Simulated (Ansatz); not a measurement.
**G0W0 on several functionals: BaTiO3 (R3m)**

One-shot GW is not self-consistent; how far does the start matter for BaTiO3 (R3m)?

Main program and level: Ansatz 0.2.0; G0W0 on several functionals, plane waves, PAW.

This is a report of a sequence of runs, with most program output left out.

In doubt: masses and optical values from hybrid runs of this build are listed as unsure (steps 4, 5, 6), which bears on the screening that GW takes from such a start.

## (1) The structure

The structure is trigonal, space group R3m (No. 160). The conventional cell has a = 5.655 Å, b = 5.655 Å, c = 6.955 Å, α = 90.00°, β = 90.00°, γ = 120.00°. Nearest to Ba lie 12 O at 2.79 to 2.89 Å. Nearest to Ti lie 6 O at 1.87 to 2.14 Å. O has 2 Ti at 1.87 to 2.14 Å and 4 Ba at 2.79 to 2.89 Å nearest. Farther neighbours and most contacts between anions are not listed.

Structure file:

```cif
data_structure
_symmetry_space_group_name_H-M 'P 1'
_symmetry_Int_Tables_number 1
_cell_length_a 4.0042
_cell_length_b 4.0042
_cell_length_c 4.0042
_cell_angle_alpha 89.837
_cell_angle_beta 89.837
_cell_angle_gamma 89.837
_cell_volume 64.20
loop_
_atom_site_label
_atom_site_type_symbol
_atom_site_fract_x
_atom_site_fract_y
_atom_site_fract_z
_atom_site_occupancy
Ba1 Ba 0.00000 0.00000 0.00000 1
Ti2 Ti 0.48450 0.48450 0.48450 1
O3 O 0.50860 0.50860 0.01750 1
O4 O 0.01750 0.50860 0.50860 1
O5 O 0.50860 0.01750 0.50860 1
```

The cell and positions come from the Crystallography Open Database and are kept as given unless a step says otherwise. Spin-orbit coupling is left out unless a step names it.

## (2) G0W0 on LDA

Now the one-shot GW correction: screening in the RPA, then the self-energy of the levels asked for. This step takes PAW set soft_1 files.

This step: G0W0 on LDA, plane waves, PAW; PAW set soft_1.

File input.yaml:

```yaml
crystal:
  lattice:
    - [2.8273666084, 1.6323808724, 2.3183934932]
    - [-2.8273666084, 1.6323808724, 2.3183934932]
    - [0.0, -3.2647617449, 2.3183934932]
  atoms:
    - { symbol: Ba, position: [0.0, 0.0, 0.0] }
    - { symbol: Ti, position: [0.4845, 0.4845, 0.4845] }
    - { symbol: O, position: [0.5086, 0.5086, 0.0175] }
    - { symbol: O, position: [0.0175, 0.5086, 0.5086] }
    - { symbol: O, position: [0.5086, 0.0175, 0.5086] }
kpoints:
  mp_grid: { grid: [4, 4, 4] }
hamiltonian:
  xc: lda
  pseudopotentials: { kind: paw, azcp: { folder: soft_1 }, xc_functional: pbe }
scf:
  occupations: { method: fixed }
gw:
  n_empty_bands: 145
  ecut_chi: 100
  qp_bands: [v2, c2]
  qp_kpoints: band_edges
  screening: { model: contour_deformation }
```

Launch:

```sh
$ ansatz run input.yaml --threads 3 --pin off --max-ram 92160MiB --backend cuda --events-out ev --progress --plain --runs-dir out --devices 1 --max-vram 13GiB
```

Run time: 15 s. Hardware: 1 × NVIDIA H100 80GB HBM3 (shared by 6 runs) with 3 threads of AMD EPYC 7R13 (Zen 3), shared host; peak memory 1.1 GiB.

This step gave:

```yaml
bands_summed: 165
rpa_eps_infinity_on_this_mesh_eigenvalues: 5.436, 5.918, 5.918
plane_waves_in_the_screening_matrix: 147
q_points_in_the_mesh: 64
g0w0_gap_on_the_mesh: 4.093 eV
k_of_the_valence_top: -0.5, -0.5, -0.5
k_of_the_conduction_bottom: 0, 0, 0
starting_gap_on_the_mesh: 2.354 eV
z_at_the_valence_top: 0.7264
z_at_the_conduction_bottom: 0.7446
least_direct_g0w0_gap_on_the_computed_points: 4.392 eV
```

The gap on the mesh goes from 2.35 eV to 4.09 eV, a correction of +1.74 eV. Between the two edge states, bare exchange in place of the xc potential would open the gap by 12.50 eV, and correlation takes back 10.77 eV.

## (3) G0W0 on r2SCAN

One-shot GW remembers its start. Another functional's orbitals and levels show by how much.

This step: G0W0 on r2SCAN, plane waves, PAW; PAW set soft_1.

input.yaml: that of step 2 with these lines changed.

```diff
@@ -14,4 +14,4 @@
 hamiltonian:
-  xc: lda
-  pseudopotentials: { kind: paw, azcp: { folder: soft_1 }, xc_functional: pbe }
+  xc: r2scan
+  pseudopotentials: { kind: paw, azcp: { folder: soft_1 } }
 scf:
```

Wall time 23 s (1 × NVIDIA H100 80GB HBM3 (shared by 6 runs) with 3 threads); peak memory 1.2 GiB; 29 s of CPU time.

Numbers from this step:

| Item | Value |
| --- | --- |
| bands summed | 165 |
| RPA ε∞ on this mesh (eigenvalues) | 4.776, 5.179, 5.179 |
| plane waves in the screening matrix | 147 |
| q-points in the mesh | 64 |
| G0W0 gap on the mesh | 4.042 eV |
| k of the valence top | -0.5, -0.5, -0.5 |
| k of the conduction bottom | 0, 0, 0 |
| starting gap on the mesh | 2.803 eV |
| Z at the valence top | 0.7397 |
| Z at the conduction bottom | 0.7517 |
| least direct G0W0 gap on the computed points | 4.400 eV |

Against the run with 4×4×4 mesh, 145 empty bands, screening to 100 eV, PAW set soft_1 files on LDA, the gap moves by −0.05 eV, while the start moved by +0.45 eV.

## (4) G0W0 on HSE06

This step: G0W0 on HSE06, plane waves, PAW; PAW set soft_1.

input.yaml: that of step 3 with these lines changed.

```diff
@@ -14,3 +14,3 @@
 hamiltonian:
-  xc: r2scan
+  xc: hse06
   pseudopotentials: { kind: paw, azcp: { folder: soft_1 } }
```

Run time: 43 s. Hardware: 1 × NVIDIA H100 80GB HBM3 (shared by 6 runs) with 3 threads; peak memory 1.4 GiB.

Numbers from this step:

| Property | Result |
| --- | --- |
| bands summed | 165 |
| RPA ε∞ on this mesh (eigenvalues) | 4.122, 4.418, 4.418 |
| plane waves in the screening matrix | 147 |
| G0W0 gap on the mesh | 4.335 eV |
| k of the valence top | -0.5, -0.5, -0.5 |
| k of the conduction bottom | 0, 0, 0 |
| starting gap on the mesh | 3.890 eV |
| least direct G0W0 gap on the computed points | 4.715 eV |

Against the run with 4×4×4 mesh, 145 empty bands, screening to 100 eV, PAW set soft_1 files on r2SCAN, the gap moves by +0.29 eV, while the start moved by +1.09 eV.

## (5) G0W0 on PBE0

This step: G0W0 on PBE0, plane waves, PAW; PAW set soft_1.

input.yaml: that of step 4 with these lines changed.

```diff
@@ -14,3 +14,3 @@
 hamiltonian:
-  xc: hse06
+  xc: pbe0
   pseudopotentials: { kind: paw, azcp: { folder: soft_1 } }
```

Elapsed: 42 s, on 1 × NVIDIA H100 80GB HBM3 (shared by 6 runs) with 3 threads; peak memory 1.4 GiB; 43 s of CPU time.

This step gave:

| Property | Result |
| --- | --- |
| bands summed | 165 |
| RPA ε∞ on this mesh (eigenvalues) | 3.879, 4.139, 4.139 |
| plane waves in the screening matrix | 147 |
| G0W0 gap on the mesh | 4.595 eV |
| k of the valence top | -0.5, -0.5, -0.5 |
| k of the conduction bottom | 0, 0, 0 |
| starting gap on the mesh | 4.643 eV |
| least direct G0W0 gap on the computed points | 4.969 eV |

Against the run with 4×4×4 mesh, 145 empty bands, screening to 100 eV, PAW set soft_1 files on HSE06, the gap moves by +0.26 eV, while the start moved by +0.75 eV.

## (6) G0W0 on Hartree-Fock

This step: G0W0 on Hartree-Fock, plane waves, PAW; PAW set soft_1.

input.yaml: that of step 5 with these lines changed.

```diff
@@ -14,3 +14,3 @@
 hamiltonian:
-  xc: pbe0
+  xc: hf
   pseudopotentials: { kind: paw, azcp: { folder: soft_1 } }
```

The job ended after 36 s (1 × NVIDIA H100 80GB HBM3 (shared by 6 runs) with 3 threads; peak memory 1.5 GiB; 39 s of CPU time).

Numbers from this step:

```
bands summed                                 : 165
RPA ε∞ on this mesh (eigenvalues)            : 2.339, 2.402, 2.402
plane waves in the screening matrix          : 147
G0W0 gap on the mesh                         : 5.489 eV
k of the valence top                         : -0.5, -0.5, -0.5
k of the conduction bottom                   : 0, 0, 0
starting gap on the mesh                     : 12.67 eV
least direct G0W0 gap on the computed points : 5.960 eV
```

Against the run with 4×4×4 mesh, 145 empty bands, screening to 100 eV, PAW set soft_1 files on PBE0, the gap moves by +0.89 eV, while the start moved by +8.03 eV.

## (7) The starts together

All on the 4×4×4 mesh with 145 empty bands and screening to 100 eV. Times are wall times on 1 × NVIDIA H100 80GB HBM3 (shared by 6 runs) with 3 threads of AMD EPYC 7R13 (Zen 3), shared host, good to a factor of about two.

```
       start  starting gap (eV)  shift (eV)  G0W0 gap (eV)  RPA ε∞ (harmonic mean)  Z (valence, conduction)  time
         LDA               2.35       +1.74           4.09                    5.75               0.73, 0.74  15 s
      r2SCAN               2.80       +1.24           4.04                    5.04               0.74, 0.75  23 s
       HSE06               3.89       +0.45           4.34                    4.31               0.77, 0.78  43 s
        PBE0               4.64       −0.05           4.60                    4.05               0.78, 0.80  42 s
Hartree-Fock              12.67       −7.18           5.49                    2.38               0.88, 0.89  36 s
```

The parts of the quasiparticle energy at the two band edges (eV; QP = start + Σx + Σc − Vxc):

```
   run               edge  start      Σx     Σc     Vxc     Z     QP
   LDA        valence top   9.82  -25.76   4.77  -20.90  0.73   9.72
   LDA  conduction bottom  12.17  -13.03  -6.00  -20.67  0.74  13.81
r2SCAN        valence top   9.88  -25.92   4.72  -21.24  0.74   9.92
r2SCAN  conduction bottom  12.69  -12.93  -5.95  -20.16  0.75  13.96
 HSE06        valence top   9.17  -25.92   4.45  -21.89  0.77   9.58
 HSE06  conduction bottom  13.06  -12.31  -5.59  -18.76  0.78  13.92
  PBE0        valence top   8.78  -25.93   4.31  -22.29  0.78   9.46
  PBE0  conduction bottom  13.42  -12.29  -5.45  -18.37  0.80  14.05
```

For a hybrid start, Vxc holds its share of exact exchange.

## (8) Outcome

```yaml
g0w0_lda: 4.09 eV (start 2.35 eV)
g0w0_r2scan: 4.04 eV (start 2.80 eV)
g0w0_hse06: 4.34 eV (start 3.89 eV)
g0w0_pbe0: 4.60 eV (start 4.64 eV)
g0w0_hartree_fock: 5.49 eV (start 12.67 eV)
known_limits: not at the basis limit; no spin-orbit coupling; coarse k mesh
```

**Reading.** The starting gaps span 10.32 eV and the G0W0 gaps 1.45 eV. Between LDA and Hartree-Fock, 1.40 eV of the 10.32 eV survives, 14 %. The order is not kept throughout: r2SCAN starts 0.45 eV above LDA and ends 0.05 eV below it, so orbitals matter beside the gap. Hartree-Fock screens less than LDA (ε∞ 2.38 against 5.75). Of the 1.40 eV by which its G0W0 gap is higher, the correlation part gives +3.55 eV, and exchange with the one-particle terms, which follow the orbitals, −2.15 eV. On Hartree-Fock the correction is negative: that start lies above its own G0W0 value. The smallest correction, −0.05 eV, is on PBE0, the start nearest to reproducing itself. Bands and cutoff are finite, so the gap is not at the basis limit. The miss can reach some tenths of an eV and take either sign; the mesh is an error of its own. The 4×4×4 mesh is coarse for this cell (its supercell is 16 Å along the shortest edge). The RPA ε∞ on it, from the LDA start, is 5.44 and 5.92; such meshes misread the long-range screening, most where the gap is narrow. The program warns that the mesh is coarse for exact exchange, which bears on the hybrid start's gap. The many-body steps are scalar-relativistic: spin-orbit coupling is not in them.

[Paths, hosts, dates, memory and timing lines, banners, echoed tables and standing remarks are left out of the program output.]

[Logs are printed without paths, hosts, clocks, repeated set-up lines and the standing remarks that a program may print on its own settings, such as how far it seeks lower states.]

[Runs of the session that timed out or met a known fault of the program may be left out.]

[Cells called generated may have been cut or substituted from an entry of the Crystallography Open Database or the Materials Project.]

[Hosts, paths, dates, database ids (printed as entryN), source tags and the programs' standing remarks are cut or masked in the printed files.]
